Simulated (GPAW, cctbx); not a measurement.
# What do these deviations say about the bonding?

CdSi2GeRu, I4mm (no. 107), a = 3.8730 Å, b = 3.8730 Å, c = 11.4537 Å, α = 90.00°, β = 90.00°, γ = 90.00°.

| atom | mult. | x | y | z |
| --- | --- | --- | --- | --- |
| Cd1 | 2 | 0 | 0 | 0.0424 |
| Ru1 | 2 | 1/2 | 1/2 | 0.1255 |
| Ge1 | 2 | 0 | 0 | 0.3997 |
| Si1 | 4 | 0 | 1/2 | 0.2515 |

The start was made by putting kin elements into a known structure type; the compound need not exist, or be stable, in this form.

Absolute values of the static structure factors of the conventional cell from DFT (PBE, GPAW) against free spherical atoms, in electrons:

```
hkl  d (Å)  free atoms  crystal
002  5.727       84.70    84.51
101  3.669       17.49    18.01
004  2.863       54.28    54.15
110  2.739      164.21   163.69
103  2.719      135.60   135.73
112  2.471      135.24   134.93
114  1.979      108.62   107.94
105  1.972      158.54   157.85
200  1.937      216.70   215.94
006  1.909       80.17    79.52
```

**Question.** Which way does charge move, and which reflections show it best?

Project each element's phase sum on the total phase. |F| rises if density moves to atoms that scatter in phase and falls if it moves to atoms that scatter against it; the rule is for low angles, since changes of shape take over beyond. Where all elements are in phase the terms compete, and the compactness of the donor's and the acceptor's density matters too.

| hkl | Cd in phase | Ru in phase | Ge in phase | Si in phase | change (e) | (%) |
| --- | --- | --- | --- | --- | --- | --- |
| 002 | +1.8 | +1.7 | -1.3 | -2.2 | -0.19 | -0.2 |
| 101 | -1.9 | +1.3 | +1.7 | 0.0 | +0.52 | +3.0 |
| 004 | +0.7 | +1.3 | +0.2 | -2.5 | -0.13 | -0.2 |
| 110 | +2.0 | +2.0 | +2.0 | -4.0 | -0.52 | -0.3 |
| 103 | +1.9 | +0.7 | +1.4 | 0.0 | +0.14 | +0.1 |
| 112 | +2.0 | +0.9 | -0.3 | +3.6 | -0.31 | -0.2 |
| 114 | -0.4 | +1.9 | +1.2 | +3.8 | -0.68 | -0.6 |
| 105 | +1.7 | +2.0 | +1.4 | 0.0 | -0.69 | -0.4 |

Low-angle reflections that set elements apart and change by more than 0.05 e: 002, 101, 004, 110, 103, 112, 114 and 105. The signs fit a gain of density on Ru, Ge and Si and a loss on Cd, apart from 103 and 114. The best witness is 101, +3.0 %, where Ge enters with +1.7. The real-space density agrees: Voronoi charges Cd +0.32, Ru -0.10, Ge -0.12, Si -0.05 e. The shortest bond, Ru–Si, has Δρ = +0.12 e/Å³ at its midpoint, a covalent bond charge.

[Outputs are excerpts: Python notices, other lines and further rows are left out; steps that failed or that the build refused (PBEsol, TPSS) are not shown.]

[Logs are printed without paths, hosts, clocks, repeated set-up lines and the standing remarks that a program may print on its own settings, such as how far it seeks lower states.]
